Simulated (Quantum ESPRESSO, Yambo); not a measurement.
Planning a run of Yambo 5.3.0 on SnSe2 (1T monolayer). The input:

```
HF_and_locXC
gw0
dyson
ppa
em1d
rim_cut
rim_w
RandQpts= 3000000
RandGvec= 100 RL
CUTGeo= "slab z"
RandGvecW= 9 RL
EXXRLvcs= 104 Ry
VXCRLvcs= 416 Ry
Chimod= "HARTREE"
% BndsRnXp
 1 | 168 |
%
NGsBlkXp= 9.5 Ry
% LongDrXp
 1 | 1 | 0 |
%
% GbndRnge
 1 | 168 |
%
DysSolver= "n"
ExtendOut
PPAPntXp= 27.21138 eV
% QPkrange
 2 | 2 | 34 | 37 |
 4 | 4 | 34 | 37 |
 1 | 1 | 34 | 37 |
%
```

```sh
OMP_NUM_THREADS=2 mpirun -n 8 yambo -F gw1.in -J gw1 -C gw1 > gw1.log
```

The stored states that it reads are on a 6×6×1 mesh. The cell holds 3 atoms: 1 Sn and 2 Se. Its edges and angles: a = 3.873 Å, b = 3.873 Å, c = 15.000 Å, α = 90.0°, β = 90.0°, γ = 120.0°. It derives from  ([{'formula': 'SnSe2', 'spacegroup': 164, 'source': 'prototype of the bulk crystal'}]). Vacuum lies along c.

Q: Estimate wall time and host memory on 8 MPI ranks of Intel Xeon 6975P-C (Granite Rapids), shared host.

It took 6.9 min; on shared hardware allow 3.4 min to 14 min. Peak host memory was 12 GiB.

The screening grows as filled bands × empty bands × pairs of k points, times the square of the screening basis for the matrix.

[Paths, hosts, dates, memory and timing lines, banners, echoed tables and standing remarks are left out of the program output.]

[Logs are printed without paths, hosts, clocks, repeated set-up lines and the standing remarks that a program may print on its own settings, such as how far it seeks lower states.]

[Runs of the session that timed out or met a known fault of the program may be left out.]

[Hosts, paths, dates, database ids (printed as entryN), source tags and the programs' standing remarks are cut or masked in the printed files.]
